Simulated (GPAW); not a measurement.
# Surface energy and work function of Na(110) from slabs of 3 to 12 layers (PBE)

How do energy and work function of Na(110) films settle with thickness, and what surface energy follows?

How it was computed: GPAW 26.7.0, plane waves at 450 eV with PAW setups; symmetric 1×1 slabs cut at the tabulated lattice constant (two decimals; low-temperature values for the alkali metals), atoms at bulk places, 7.5 Å of vacuum on each side, one in-plane mesh for all thicknesses, Fermi-Dirac smearing of 0.1 eV. Energies are extrapolated to zero smearing and count from the program's reference atoms. Functional PBE. The cell's area is 12.652 Å².

What came out, but for one run:

```
layers  energy (eV)  work function (eV)
     3      −3.6371                2.92
     4      −4.9524                2.88
     5      −6.2780                2.85
     6      −7.5994                2.83
     7      −8.9268                2.83
     8     −10.2446                2.84
     9     −11.5704                2.84
    10     −12.8883                2.85
    11     −14.2092                2.84
    12            ?                   ?
```

**Question.** What surface energy do these runs give, and what energy and work function should the 12-layer slab have?

A: A slab of n layers has E(n) = nε + 2Aγ once its middle is bulk-like. A line through n = 6 to 11 has the slope ε = −1.3217 eV a layer and the intercept 2Aγ = 0.3280 eV (r.m.s. residual 2.2 meV). So γ = 0.3280 / (2 × 12.652 Å²) = 0.0130 eV/Å² = 0.21 J/m², with a standard error of under 0.01 J/m² from the scatter about the line. For 12 layers: 0.3280 + 12 × (−1.3217) = −15.532 eV; the run gives −15.532 eV, 0.5 meV over the line. The work function has no such law: from 6 to 11 layers it moves between 2.83 and 2.85 eV (mean 2.84), and the 12-layer slab gives 2.84 eV. The thinnest slab, 3 layers, lies +0.08 eV from that mean.

**Limits.** The surfaces are unrelaxed, so γ is an upper bound for this functional and lattice constant. The tabulated lattice constant isn't the functional's own, which strains the slab a little.

[Logs are printed without paths, hosts, clocks, repeated set-up lines and the standing remarks that a program may print on its own settings, such as how far it seeks lower states.]
